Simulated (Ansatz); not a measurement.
# Ca on Ta(110): change of the work function, part 2 of 3

How does one ordered layer of Ca (hollow site) change the work function of Ta(110), and what dipole does each adsorbate carry?

Ansatz 0.2.0; plane-wave DFT, PBE, Ansatz PAW.

So far, work function, upper face (eV): step 2 (the clean slab) 4.77.

**3. Adsorbate added**

System of this step: Ca/Ta(110). The cell holds 17 atoms: 16 Ta and 1 Ca. Its edges and angles: a = 5.733 Å, b = 5.733 Å, c = 28.121 Å, α = 90.0°, β = 90.0°, γ = 70.5°. Vacuum lies along c.

The clean slab as it ended is repeated in the plane and the adsorbate is set on one face; the cell's size fixes the coverage, and the k-mesh shrinks with it to keep the sampling density about even. Adsorbate and upper layers relax, since the dipole depends on the height.

input.yaml

```yaml
crystal:
  lattice:
    - [4.6810468914, -3.31, 0.0]
    - [4.6810468914, 3.31, 0.0]
    - [0.0, 0.0, 28.121467774]
  atoms:
    - { symbol: Ta, position: [0.0, 0.0, 0.3200401939] }
    - { symbol: Ta, position: [0.25, 0.25, 0.4032692581] }
    - { symbol: Ta, position: [0.0, 0.0, 0.4865836071] }
    - { symbol: Ta, position: [0.25, 0.25, 0.5665706112] }
    - { symbol: Ta, position: [0.0, 0.5, 0.3200401939] }
    - { symbol: Ta, position: [0.25, 0.75, 0.4032692581] }
    - { symbol: Ta, position: [0.0, 0.5, 0.4865836071] }
    - { symbol: Ta, position: [0.25, 0.75, 0.5665706112] }
    - { symbol: Ta, position: [0.5, 0.0, 0.3200401939] }
    - { symbol: Ta, position: [0.75, 0.25, 0.4032692581] }
    - { symbol: Ta, position: [0.5, 0.0, 0.4865836071] }
    - { symbol: Ta, position: [0.75, 0.25, 0.5665706112] }
    - { symbol: Ta, position: [0.5, 0.5, 0.3200401939] }
    - { symbol: Ta, position: [0.75, 0.75, 0.4032692581] }
    - { symbol: Ta, position: [0.5, 0.5, 0.4865836071] }
    - { symbol: Ta, position: [0.75, 0.75, 0.5665706112] }
    - { symbol: Ca, position: [0.42, 0.42, 0.6799598061] }
kpoints:
  mp_grid: { grid: [6, 6, 1] }
hamiltonian:
  xc: pbe
scf:
  occupations: { method: fermi_dirac, width: 0.1 }
  convergence: { dr2_threshold: 1.0e-08 }
efield:
  axis: 3
  dipole_correction: true
  ramp_position: 0.97
  ramp_width: 0.06
relax:
  f_tol: 0.02
  max_steps: 60
  constraints: [{ sites: [0, 1, 4, 5, 8, 9, 12, 13] }]
output:
  dos: { projected: true, e_range: [-8, 4] }
  write_potential: true
  write_density: true
  volumetric_format: npy
  elf: true
```

Run with:

```sh
> ansatz run input.yaml --threads 4 --pin off --max-ram 6144MiB --backend cpu --events-out ev --progress --plain --runs-dir out
```

Numbers of over 12 decimals in the logs are rounded to 6 here.

What it wrote:

```text
[...]
Crystal: 17 atoms, lattice volume = 871.443 Å³
Basis set: ecut = 420 eV, 17073 PW (Γ), exchange–correlation on 80×80×384 points (8 copies of the dense FFT grid, shifted against one another)
Bands: 131, of which v1, the nominal top of the filled ones, is band 109 counted from 1 (108 counted from 0)
Symmetry: 2 space group operations
[...]
k-points: 13 of 36 (time reversal used)
[...]
SCF iter   1: F=—  HF=-160724.918741 eV  |F-HF|=—  |Δ(HF+E_count)|=         —  Δρ=7.81e-3  dr2=3.66e1  ethr=1.77e-3  p=0.610 e·Å  D=1.27e-1 V/Å  ΔV_dip=-3.56 eV  dr2_dipole=3.05e1  V_vac-E_F(+/−)=1.55/5.11 eV  ⟨swp⟩=16.7  Hψ=10735  notcnv=0
[...]
SCF iter  11: F=-160724.311456 eV  HF=-160724.311456 eV  |F-HF|=4.66e-10  |Δ(HF+E_count)|=   3.73e-8  Δρ=4.64e-7  dr2=5.83e-9  ethr=4.59e-12  p=0.374 e·Å  D=7.77e-2 V/Å  ΔV_dip=-2.18 eV  dr2_dipole=9.74e-11  V_vac-E_F(+/−)=2.60/4.79 eV  ⟨swp⟩=12.6  Hψ=12777  notcnv=0
SCF 1 converged in 11 iterations: F = -160724.311456 eV  dr2 = 5.83e-9
[...]
relax step   1: F+E_penalty+E_count = -160724.31145580 eV  Δ(F+E_penalty+E_count) = +0.000e0 eV  max|allowed force component| = 1.182e0 eV/Å  Δτ_max = 0.0000 Å  (11 SCF iters, accepted)
[...]
SCF iter   1: F=—  HF=-160724.637294 eV  |F-HF|=—  |Δ(HF+E_count)|=         —  Δρ=5.43e-3  dr2=1.50e0  ethr=5.19e-4  p=0.374 e·Å  D=7.77e-2 V/Å  ΔV_dip=-2.18 eV  dr2_dipole=4.94e-2  V_vac-E_F(+/−)=2.59/4.78 eV  ⟨swp⟩=1.2  Hψ=6189  notcnv=0
[...]
eigensolver tolerance schedule calibrated: the retry pair's looser diagonalisation under-reported the residual by θ = 0.25 (0.32/decade); ethr = c·dr2/N_el runs at the constant in force after the calibration composes with the one it found (an armed cap, an earlier calibration), c = 9.8e-3
[...]
SCF iter   2: F=—  HF=-160724.544928 eV  |F-HF|=—  |Δ(HF+E_count)|=   9.24e-2  Δρ=2.35e-3  dr2=1.38e-1  ethr=6.79e-5  p=0.408 e·Å  D=8.48e-2 V/Å  ΔV_dip=-2.38 eV  dr2_dipole=7.56e-4  V_vac-E_F(+/−)=2.40/4.78 eV  ⟨swp⟩=4.1  Hψ=4092  notcnv=0
[...]
SCF iter  11: F=-160724.525435 eV  HF=-160724.525435 eV  |F-HF|=4.60e-9  |Δ(HF+E_count)|=   9.98e-9  Δρ=4.44e-7  dr2=6.66e-9  ethr=1.00e-12  p=0.420 e·Å  D=8.72e-2 V/Å  ΔV_dip=-2.45 eV  dr2_dipole=1.86e-9  V_vac-E_F(+/−)=2.33/4.78 eV  ⟨swp⟩=11.9  Hψ=12286  notcnv=0
SCF 2 converged in 11 iterations: F = -160724.525435 eV  dr2 = 6.66e-9
relax step   2: F+E_penalty+E_count = -160724.52543529 eV  Δ(F+E_penalty+E_count) = -2.140e-1 eV  max|allowed force component| = 1.010e0 eV/Å  Δτ_max = 0.1945 Å  (11 SCF iters, accepted)
[...]
SCF iter  10: F=-160724.708587 eV  HF=-160724.708587 eV  |F-HF|=2.33e-10  |Δ(HF+E_count)|=   7.07e-9  Δρ=2.58e-7  dr2=1.52e-9  ethr=4.59e-12  p=0.462 e·Å  D=9.59e-2 V/Å  ΔV_dip=-2.70 eV  dr2_dipole=1.88e-12  V_vac-E_F(+/−)=2.07/4.77 eV  ⟨swp⟩=10.1  Hψ=11447  notcnv=0
SCF 3 converged in 10 iterations: F = -160724.708587 eV  dr2 = 1.52e-9
[...]
relax step   3: F+E_penalty+E_count = -160724.70858706 eV  Δ(F+E_penalty+E_count) = -1.832e-1 eV  max|allowed force component| = 4.178e-1 eV/Å  Δτ_max = 0.1993 Å  (10 SCF iters, accepted)
[...]
relax step   4: F+E_penalty+E_count = -160724.75091183 eV  Δ(F+E_penalty+E_count) = -4.232e-2 eV  max|allowed force component| = 9.294e-2 eV/Å  Δτ_max = 0.2000 Å  (9 SCF iters, accepted)
[...]
relax step   5: F+E_penalty+E_count = -160724.75700949 eV  Δ(F+E_penalty+E_count) = -6.098e-3 eV  max|allowed force component| = 4.829e-2 eV/Å  Δτ_max = 0.1087 Å  (8 SCF iters, accepted)
[...]
relax step   6: F+E_penalty+E_count = -160724.76638952 eV  Δ(F+E_penalty+E_count) = -9.380e-3 eV  max|allowed force component| = 3.507e-2 eV/Å  Δτ_max = 0.2000 Å  (9 SCF iters, accepted)
[...]
relax step   7: F+E_penalty+E_count = -160724.77230205 eV  Δ(F+E_penalty+E_count) = -5.913e-3 eV  max|allowed force component| = 3.042e-2 eV/Å  Δτ_max = 0.1958 Å  (9 SCF iters, accepted)
[...]
relax step   8: F+E_penalty+E_count = -160724.77343667 eV  Δ(F+E_penalty+E_count) = -1.135e-3 eV  max|allowed force component| = 4.772e-2 eV/Å  Δτ_max = 0.1598 Å  (9 SCF iters, accepted)
[...]
relax step   9: F+E_penalty+E_count = -160724.77167859 eV  Δ(F+E_penalty+E_count) = +1.758e-3 eV  max|allowed force component| = 1.026e-1 eV/Å  Δτ_max = 0.0277 Å  (8 SCF iters, rejected (line search))
SCF iter   1: F=—  HF=-160724.774578 eV  |F-HF|=—  |Δ(HF+E_count)|=         —  Δρ=6.54e-4  dr2=1.79e-2  ethr=1.39e-4  p=0.477 e·Å  D=9.91e-2 V/Å  ΔV_dip=-2.79 eV  dr2_dipole=2.80e-3  V_vac-E_F(+/−)=1.99/4.77 eV  ⟨swp⟩=3.0  Hψ=2826  notcnv=0
[...]
SCF iter   8: F=-160724.773835 eV  HF=-160724.773835 eV  |F-HF|=4.07e-10  |Δ(HF+E_count)|=   6.61e-9  Δρ=2.34e-7  dr2=1.67e-9  ethr=4.59e-12  p=0.478 e·Å  D=9.92e-2 V/Å  ΔV_dip=-2.79 eV  dr2_dipole=3.28e-10  V_vac-E_F(+/−)=1.98/4.77 eV  ⟨swp⟩=11.9  Hψ=12568  notcnv=0
SCF 10 converged in 8 iterations: F = -160724.773835 eV  dr2 = 1.67e-9
relax step  10: F+E_penalty+E_count = -160724.77383480 eV  Δ(F+E_penalty+E_count) = -3.981e-4 eV  max|allowed force component| = 1.258e-3 eV/Å  Δτ_max = 0.0111 Å  (8 SCF iters, accepted)
NSCF: frozen V_eff on 13 k-points
[...]
SCF converged after 8 iterations
Free energy (F): -160724.773835 eV
[...]
Internal energy: -160724.016403 eV  (E = F + TS)
E sigma→0 (E₀):  -160724.395119 eV
Entropy (-TS):   -0.757431 eV (-44.555 meV/atom)
Fermi energy:    4.475743 eV
Dipole field:    D = 0.099172 V/Å  (p = 0.477604 e·Å, saw-weighted, corrected)
Work function:   Φ+ = 1.9835 eV   Φ− = 4.7724 eV
[...]
--- Forces (eV/Å), atoms counted from 1 ---
  atom   1  Ta    -0.00007926     0.00000000     0.40449153
  atom   2  Ta    -0.00372303     0.00000000    -0.40532854
  atom   3  Ta    -0.00101902     0.00000000     0.00106970
  atom   4  Ta    -0.00060975     0.00000000    -0.00040272
  atom   5  Ta     0.00000258     0.00014631     0.40915166
  atom   6  Ta     0.00046564    -0.04133037    -0.41670939
  atom   7  Ta     0.00102681     0.00090781    -0.00060230
  atom   8  Ta    -0.00088516    -0.00022208    -0.00046433
  atom   9  Ta     0.00000258    -0.00014631     0.40915166
  atom  10  Ta     0.00046564     0.04133037    -0.41670939
  atom  11  Ta     0.00102681    -0.00090781    -0.00060230
  atom  12  Ta    -0.00088516     0.00022208    -0.00046433
  atom  13  Ta     0.00003176     0.00000000     0.42218843
  atom  14  Ta     0.00469457     0.00000000    -0.40570809
  atom  15  Ta    -0.00014446     0.00000000     0.00014249
  atom  16  Ta     0.00080984     0.00000000    -0.00047320
  atom  17  Ca    -0.00120215     0.00000000     0.00125812
  max |Σ_I F_I| component: 2.18e-5 eV/Å
--- Band table (eV; the first three rows and the last of 13) ---
  k-point 0: bands = [... 105 lower, 4.5961, 4.6645, 4.8732, 4.9004, 5.0083, 5.3327, 5.3411, 5.4585, ... 18 higher]
  k-point 1: bands = [... 105 lower, 4.3815, 4.5232, 4.7661, 4.8291, 4.8763, 4.9775, 5.1138, 5.1520, ... 18 higher]
  k-point 2: bands = [... 105 lower, 4.1783, 4.2424, 4.2677, 4.3130, 4.4192, 4.4559, 4.5064, 4.5797, ... 18 higher]
  k-point 12: bands = [... 105 lower, 4.3632, 4.4302, 4.5402, 4.6215, 4.6244, 4.6334, 4.7207, 4.8278, ... 18 higher]
--- Relaxed structure (10 steps of the walk, 9 accepted, 0 SCFs on fresh bases) ---
  F+E_penalty+E_count = -160724.77383480 eV   max|allowed force component| = 1.258e-3 eV/Å
  atoms:
    - { symbol: Ta, position: [0.0, 0.0, 0.3200401939] }
    - { symbol: Ta, position: [0.25, 0.25, 0.403269] }
    - { symbol: Ta, position: [3.862816339536407e-5, 3.862816339536407e-5, 0.485770] }
    - { symbol: Ta, position: [0.252658, 0.252658, 0.569520] }
    - { symbol: Ta, position: [0.0, 0.5, 0.3200401939] }
    - { symbol: Ta, position: [0.250000, 0.75, 0.403269] }
    - { symbol: Ta, position: [6.920020232645263e-5, 0.499999, 0.487131] }
    - { symbol: Ta, position: [0.246934, 0.753241, 0.566461] }
    - { symbol: Ta, position: [0.5, 0.0, 0.3200401939] }
    - { symbol: Ta, position: [0.75, 0.250000, 0.403269] }
    - { symbol: Ta, position: [0.499999, 6.920020232645263e-5, 0.487131] }
    - { symbol: Ta, position: [0.753241, 0.246934, 0.566461] }
    - { symbol: Ta, position: [0.5, 0.5, 0.3200401939] }
    - { symbol: Ta, position: [0.75, 0.75, 0.403269] }
    - { symbol: Ta, position: [0.500041, 0.500041, 0.486389] }
    - { symbol: Ta, position: [0.747505, 0.747505, 0.569467] }
    - { symbol: Ca, position: [0.500967, 0.500967, 0.660756] }
```

Run time: 3.4 min. Hardware: 4 threads of Intel Xeon 6975P-C (Granite Rapids), shared host; peak memory 3.2 GiB.

The steps of the relaxation:

```csv
step,energy less that of the first step (eV),largest force component (eV/Å)
1,0.0000,1.1823
2,-0.2140,1.0095
3,-0.3971,0.4178
4,-0.4395,0.0929
5,-0.4456,0.0483
6,-0.4549,0.0351
7,-0.4608,0.0304
8,-0.4620,0.0477
9,-0.4602,0.1026
10,-0.4624,0.0013
```

Relaxation step 9 was tried and not accepted.

Forces are held to the 2 operations that the run works with; a distortion that breaks them can't arise in this run.

The atoms that moved most (Å):

```csv
atom,dx,dy,dz,length
Ca17,0.758,0.000,-0.540,0.931
Ta4,0.025,0.000,0.083,0.087
Ta16,-0.023,0.000,0.081,0.085
Ta3,0.000,0.000,-0.023,0.023
Ta12,0.001,-0.021,-0.003,0.021
Ta8,0.001,0.021,-0.003,0.021
Ta7,0.000,0.000,0.015,0.015
Ta11,0.000,0.000,0.015,0.015
```

Final coordinates:

```xyz
17
Lattice="4.6810 -3.3100 0.0000 4.6810 3.3100 0.0000 0.0000 0.0000 28.1215" Properties=species:S:1:pos:R:3
Ta    0.0000    0.0000    9.0000
Ta    2.3405    0.0000   11.3405
Ta    0.0004    0.0000   13.6606
Ta    2.3654    0.0000   16.0157
Ta    2.3405    1.6550    9.0000
Ta    4.6810    1.6550   11.3405
Ta    2.3408    1.6548   13.6988
Ta    4.6819    1.6759   15.9297
Ta    2.3405   -1.6550    9.0000
Ta    4.6810   -1.6550   11.3405
Ta    2.3408   -1.6548   13.6988
Ta    4.6819   -1.6759   15.9297
Ta    4.6810    0.0000    9.0000
Ta    7.0216    0.0000   11.3405
Ta    4.6814    0.0000   13.6780
Ta    6.9982    0.0000   16.0143
Ca    4.6901    0.0000   18.5814
```

This step gave:

```
energy at zero smearing        : -160724.3951 eV
work function, upper face      : 1.984 eV
work function, lower face      : 4.772 eV
dipole along the normal        : 0.4776 e·Å
step between the vacuum levels : -2.789 eV
```

Running mean over 2.341 Å of the planar mean; the ramp of the sawtooth is left out. The electron's electrostatic potential energy less the Fermi level by z:

```
z (Å)  electron's electrostatic potential energy less the Fermi level (eV)
  3.5                                                                 4.77
  4.0                                                                 4.77
  4.5                                                                 4.77
  5.0                                                                 4.75
  5.5                                                                 4.71
  6.0                                                                 4.58
  6.5                                                                 4.17
  7.0                                                                 2.93
  7.5                                                               -0.265
  8.0                                                                -5.20
  8.5                                                                -8.91
  9.0                                                                -10.1
  9.5                                                                -10.1
 10.0                                                                -10.0
 10.5                                                                -9.99
 11.0                                                                -9.97
 11.5                                                                -9.97
 12.0                                                                -9.95
 12.5                                                                -9.94
 13.0                                                                -9.95
 13.5                                                                -10.0
 14.0                                                                -10.2
 14.5                                                                -10.5
 15.0                                                                -10.5
 15.5                                                                -10.4
 16.0                                                                -10.1
 16.5                                                                -8.89
 17.0                                                                -5.77
 17.5                                                                -2.23
 18.0                                                               -0.525
 18.5                                                               -0.290
 19.0                                                               -0.360
 19.5                                                              0.00821
 20.0                                                                0.839
 20.5                                                                 1.48
 21.0                                                                 1.75
 21.5                                                                 1.87
 22.0                                                                 1.93
 22.5                                                                 1.96
 23.0                                                                 1.97
 23.5                                                                 1.98
 24.0                                                                 1.98
 24.5                                                                 1.98
 25.0                                                                 1.98
```

(Part 2 of 3 ends here.)

[Logs are printed without paths, hosts, clocks, repeated set-up lines and the standing remarks that a program may print on its own settings, such as how far it seeks lower states.]

[Hosts, paths, dates, database ids (printed as entryN), source tags and the programs' standing remarks are cut or masked in the printed files.]

[Maps of the electrostatic potential energy from Ansatz leave out the sawtooth potential of an applied field or a dipole correction, so their vacuum need not be flat; planar profiles and work functions include it.]
